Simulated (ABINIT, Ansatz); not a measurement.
# CaGeS3 (Pm-3m): zone-centre phonons, part 5 of 5

Aim: the zone-centre modes of CaGeS3 (Pm-3m).

ABINIT 10.8.3; DFT PBE, scalar-relativistic, plane waves, SPMS norm-conserving pseudopotentials.

So far, highest optical zone-centre mode (no LO-TO term) (cm⁻¹): step 5 (zone-centre analysis) 278; step 6 (ASR 0, chneut 0) 278.

The structure was built from a prototype and need not be the compound's stable phase.

### Step 7. Cross-check with Ansatz

The same cell goes through another code, with its own cutoff. The potentials differ.

This step: DFT PBE, scalar-relativistic, plane waves, PseudoDojo norm-conserving pseudopotentials (Ansatz 0.2.0).

File input.yaml:

```yaml
crystal:
  lattice:
    - [4.7862177209, 0.0, 0.0]
    - [0.0, 4.7862177209, 0.0]
    - [0.0, 0.0, 4.7862177209]
  atoms:
    - { symbol: Ca, position: [0.0, 0.0, 0.0] }
    - { symbol: Ge, position: [0.5, 0.5, 0.5] }
    - { symbol: S, position: [0.5, 0.5, 0.0] }
    - { symbol: S, position: [0.5, 0.0, 0.5] }
    - { symbol: S, position: [0.0, 0.5, 0.5] }
kpoints:
  mp_grid: { grid: [6, 6, 6] }
hamiltonian:
  xc: pbe
  pseudopotentials: { kind: nc, accuracy: standard }
scf:
  occupations: { method: fermi_dirac, width: 0.27211 }
output:
  eigenvalues: true
phonons:
  method: dfpt
```

Run with:

```console
> ansatz run input.yaml --threads 4 --pin off --max-ram 8192MiB --backend cpu --events-out ev --progress --plain --runs-dir out
```

Numbers of over 12 decimals in the logs are rounded to 6 here.

Output:

```text
band count auto-derived: 29 (N_el = 42.0; filled up to band 21; 26 by the electrons, moments and atoms)
zone centre: on kpoints.mp_grid the ground state, and the responses unless they are solved on pairs of k-points, stand on 64 of the mesh's 216 k-points, reduced under 8 symmetry operations, with k and −k counted as one. Each operation leaves every solved displacement unchanged or reverses it
Engine: ansatz 0.2.0, aarch64-unknown-linux-gnu
Pseudopotentials: kind: nc
Pseudopotential: Ca, nc, valence charge 10, recommended cutoff 925.187132 eV (normal), Ca.nc.azcp (PseudoDojo's, or run here from an input of PseudoDojo's; its table is named by hamiltonian.pseudopotentials.accuracy)
Pseudopotential: Ge, nc, valence charge 14, recommended cutoff 1061.244064 eV (normal), Ge.nc.azcp (PseudoDojo's, or run here from an input of PseudoDojo's; its table is named by hamiltonian.pseudopotentials.accuracy)
Pseudopotential: S, nc, valence charge 6, recommended cutoff 770 eV (normal), S.nc.azcp (PseudoDojo's, or run here from an input of PseudoDojo's; its table is named by hamiltonian.pseudopotentials.accuracy)
Functional definition: PBE
  parameter kappa = 0.804
  parameter beta = 0.066725
  exchange = pbe_x(kappa = kappa, mu = beta*pi^2/3)
  correlation = pbe_c(beta = beta)
Crystal: 5 atoms, lattice volume = 109.642 Å³
Basis set: ecut = 1061.244064 eV, 8601 PW (Γ), exchange–correlation on 108×108×108 points (8 copies of the dense FFT grid, shifted against one another)
Bands: 29, of which v1, the nominal top of the filled ones, is band 21 counted from 1 (20 counted from 0)
Symmetry: 48 space group operations
k-points: 64 of 216 (irreducible under 8 space group operations)
Non-local potential: Ca, projectors of the file, l = 0: 2, l = 1: 2, l = 2: 2
Non-local potential: Ge, projectors of the file, l = 0: 2, l = 1: 2, l = 2: 2
Non-local potential: S, projectors of the file, l = 0: 2, l = 1: 2, l = 2: 2
Initial density: superposition of atomic densities (chi_scale 0.1, normalization cell, long waves kept (reshape's long-wave potential 0.01 eV rms))
Initial wavefunctions: pseudopotential atomic-orbital guess
Functional: x = pbe(κ = 0.804, μ = 0.219515), c = pbe(β = 0.066725)
SCF iter   1: F=—  HF=-4386.297477 eV  |F-HF|=—  |Δ(HF+E_count)|=         —  Δρ=3.47e-2  dr2=2.24e0  ethr=3.10e-3  ⟨swp⟩=9.7  Hψ=11762  notcnv=0
preconditioner: auto → Kerker (q_TF=auto, 2.325 Å⁻¹)  [metal: Δε(μ)=0.043 eV  Ē_g=7.738 eV  σ=0.272 eV  W_gap=0.04  n_scr=26 (ndim 8)  ℏωp=17.4 eV  f_vac=0.000  D(μ)=2.06/eV (n_scr^D=6)]
SCF iter   2: F=—  HF=-4385.753780 eV  |F-HF|=—  |Δ(HF+E_count)|=   5.44e-1  Δρ=1.86e-2  dr2=7.61e-1  ethr=3.10e-3  ⟨swp⟩=10.7  Hψ=19141  notcnv=0  defer=4
automatic band count: the SCF goes on with 37 bands, as 29 were too few: they end inside the smearing window of the response
SCF iter   3: F=—  HF=-4385.503753 eV  |F-HF|=—  |Δ(HF+E_count)|=   2.50e-1  Δρ=4.23e-3  dr2=4.53e-2  ethr=1.81e-3  ⟨swp⟩=3.0  Hψ=5373  notcnv=0  defer=5
SCF iter   4: F=—  HF=-4385.490982 eV  |F-HF|=—  |Δ(HF+E_count)|=   1.28e-2  Δρ=1.53e-3  dr2=2.49e-3  ethr=1.08e-4  ⟨swp⟩=2.0  Hψ=3307  notcnv=0  defer=3
SCF iter   5: F=—  HF=-4385.490963 eV  |F-HF|=—  |Δ(HF+E_count)|=   1.89e-5  Δρ=4.13e-4  dr2=1.72e-4  ethr=5.92e-6  ⟨swp⟩=2.4  Hψ=3782  notcnv=0  defer=3
SCF iter   6: F=—  HF=-4385.491099 eV  |F-HF|=—  |Δ(HF+E_count)|=   1.36e-4  Δρ=1.06e-4  dr2=3.00e-5  ethr=4.09e-7  ⟨swp⟩=2.0  Hψ=3271  notcnv=0  defer=3
SCF iter   7: F=—  HF=-4385.491101 eV  |F-HF|=—  |Δ(HF+E_count)|=   1.49e-6  Δρ=2.38e-5  dr2=1.03e-6  ethr=7.15e-8  ⟨swp⟩=2.0  Hψ=3699  notcnv=0  defer=3
SCF iter   8: F=—  HF=-4385.491277 eV  |F-HF|=—  |Δ(HF+E_count)|=   1.76e-4  Δρ=6.10e-6  dr2=3.01e-8  ethr=2.46e-9  ⟨swp⟩=2.9  Hψ=3791  notcnv=0  defer=4
SCF iter   9: F=—  HF=-4385.491277 eV  |F-HF|=—  |Δ(HF+E_count)|=   2.30e-8  Δρ=1.16e-6  dr2=2.23e-9  ethr=7.15e-11  ⟨swp⟩=2.5  Hψ=3394  notcnv=0  defer=4
SCF iter  10: F=—  HF=-4385.491277 eV  |F-HF|=—  |Δ(HF+E_count)|=  4.24e-10  Δρ=3.02e-7  dr2=6.54e-11  ethr=5.31e-12  ⟨swp⟩=2.7  Hψ=3705  notcnv=0  defer=4
SCF iter  11: F=-4385.491277 eV  HF=-4385.491277 eV  |F-HF|=5.46e-12  |Δ(HF+E_count)|=  9.09e-12  Δρ=4.81e-8  dr2=2.54e-12  ethr=1.00e-12  ⟨swp⟩=9.9  Hψ=12102  notcnv=0
SCF 1 converged in 11 iterations: F = -4385.491277 eV  dr2 = 2.54e-12
DFPT response loops at Γ: preconditioner auto → Kerker (q_TF=auto, 2.325 Å⁻¹) (partly filled bands, converged f_vac=0.000); β = 1.00, the filter's whole step (`scf.mixing.beta` (0.50) is not read by the response loops under this deck's `scf.mixing.preconditioner`; to damp them name `kerker` or `kerker_dos`, under which they read `scf.mixing.beta`, and type it under 1.00, their step now; both keys bind the ground state too); Broyden in place of MSR1
SCF converged after 11 iterations
Free energy (F): -4385.491277 eV
Harris-Foulkes:  -4385.491277 eV  (|F-HF|=5.46e-12)
Internal energy: -4384.928560 eV  (E = F + TS)
E sigma→0 (E₀):  -4385.209918 eV
Entropy (-TS):   -0.562717 eV (-112.543 meV/atom)
Fermi energy:    6.980100 eV
--- Per-component energies (eV) ---
  E_band       = -302.410967
  E_kinetic    = 2504.806624
  E_local      = -3349.517180  (includes V_loc(G=0)·N_el)
  E_nonlocal   = -1076.481396
  E_hartree    = 1225.946404
  E_xc         = -1050.130036
  E_vxc        = -833.111821  (∫ρ·V_xc dr)
  E_ewald      = -2639.552976
  E_smearing   = -0.562717  (= −TS)
  E_closure    = -0.000000  (closes the sum)
  Σ components = -4385.491277   (vs F -4385.491277, Δ=0.00e0)
--- Band table (eV; the first three rows and the last of 64) ---
  k-point 0: bands = [... 17 lower, 5.9131, 5.9131, 6.1441, 6.1441, 6.1441, 9.7498, 9.7498, 9.7821, ... 12 higher]
  k-point 1: bands = [... 17 lower, 5.6984, 5.6984, 5.9328, 6.0495, 6.0495, 9.9298, 10.1341, 10.1732, ... 12 higher]
  k-point 2: bands = [... 17 lower, 5.2381, 5.3002, 5.9523, 5.9523, 6.5171, 10.2957, 10.3388, 10.8269, ... 12 higher]
  k-point 63: bands = [... 17 lower, 5.8389, 7.2883, 7.2883, 7.2883, 9.4231, 9.4231, 9.4231, 9.5037, ... 12 higher]
--- Phonons (Γ-DFPT): 4 representative perturbations + reference, on 64 of 216 k-points (Σ response iterations 13) ---
  k mesh reduced under 8 symmetry operations, with k and −k counted as one. Each operation leaves every solved displacement unchanged or reverses it
  ASR residual: 1.903e-3 → 0.000e0 eV/Å²; symmetrization residual: 6.531e-5 eV/Å²
  ASR residual per site (eV/Å²): 1.90e-3 4.86e-5 8.66e-5 8.66e-5 8.66e-5
  Γ frequencies (cm⁻¹): -126.52 -126.52 -126.52 -93.49 -93.49 -93.49 -18.10 -18.10 -18.10 0.00 0.00 0.00 280.55 280.55 280.55
  non-analytic LO–TO correction: not included (Born effective charges unavailable; polar crystals: no LO–TO splitting at Γ)
```

Wall time 98 s (4 threads of Arm Neoverse V1, shared host); peak memory 2.7 GiB; 6.4 min of CPU time.

Read from the output:

```
sum-rule residual before enforcement             : 0.001903 eV/Å²
highest optical zone-centre mode (no LO-TO term) : 280.6 cm⁻¹
lowest optical zone-centre mode                  : -126.5 cm⁻¹
```

### Step 8. The two compared: ABINIT SPMS and Ansatz, PseudoDojo

Worked out from the results:

* root-mean-square difference: 1.48 cm⁻¹
* largest difference: 2.36 cm⁻¹

The 12 of 12 modes that differ most. Frequencies side by side:

```
q (reciprocal lattice)  mode  ABINIT SPMS (cm⁻¹)  Ansatz, PseudoDojo (cm⁻¹)
                 0 0 0     1              -126.7                     -126.5
                 0 0 0     2              -126.7                     -126.5
                 0 0 0     3              -126.7                     -126.5
                 0 0 0     4              -92.92                     -93.49
                 0 0 0     5              -92.92                     -93.49
                 0 0 0     6              -92.92                     -93.49
                 0 0 0     7              -19.77                      -18.1
                 0 0 0     8              -19.77                      -18.1
                 0 0 0     9              -19.77                      -18.1
                 0 0 0    13               278.2                      280.6
                 0 0 0    14               278.2                      280.6
                 0 0 0    15               278.2                      280.6
```

At the zone centre the largest difference (acoustic modes at Γ apart) is 0.8 % of the highest mode.

### Step 9. Summary of results

- space group after relaxation: Pm-3m
- volume per atom: 21.9 Å³
- highest optical zone-centre mode (no LO-TO term): 278.2 cm⁻¹
- lowest optical zone-centre mode: -126.7 cm⁻¹
- imaginary optical modes at the zone centre (no q mesh in this session): yes
- largest difference from Ansatz, PseudoDojo: 2.36 cm⁻¹

In words: At the PBE level the optical modes of CaGeS3 (Pm-3m) at the zone centre run from 127i to 278 cm⁻¹, so the structure is a saddle point, with 9 modes beyond 10i cm⁻¹ there. ABINIT SPMS and Ansatz, PseudoDojo differ by 1.5 cm⁻¹ in the root mean square and by 2.4 cm⁻¹ at most, 0.8 % of the highest mode compared (acoustic modes at Γ left out); the two use different potentials, and the cell was not relaxed for the second set. These are harmonic frequencies: anharmonic shifts and widths and the lattice's thermal expansion are left out. The Fermi-Dirac smearing of 0.01 Ha is an electronic temperature of 3158 K, which adds a pressure of its own and can shift the volume and soft modes. In a metal the frequencies hang on the k mesh and the smearing, most of all near Kohn anomalies. The structure is a hypothetical one, built on a prototype.

[Host names and launcher messages were left out of these logs when they were recorded.]

[Logs are printed without paths, hosts, clocks, repeated set-up lines and the standing remarks that a program may print on its own settings, such as how far it seeks lower states.]

[Hosts, paths, dates, database ids (printed as entryN), source tags and the programs' standing remarks are cut or masked in the printed files.]
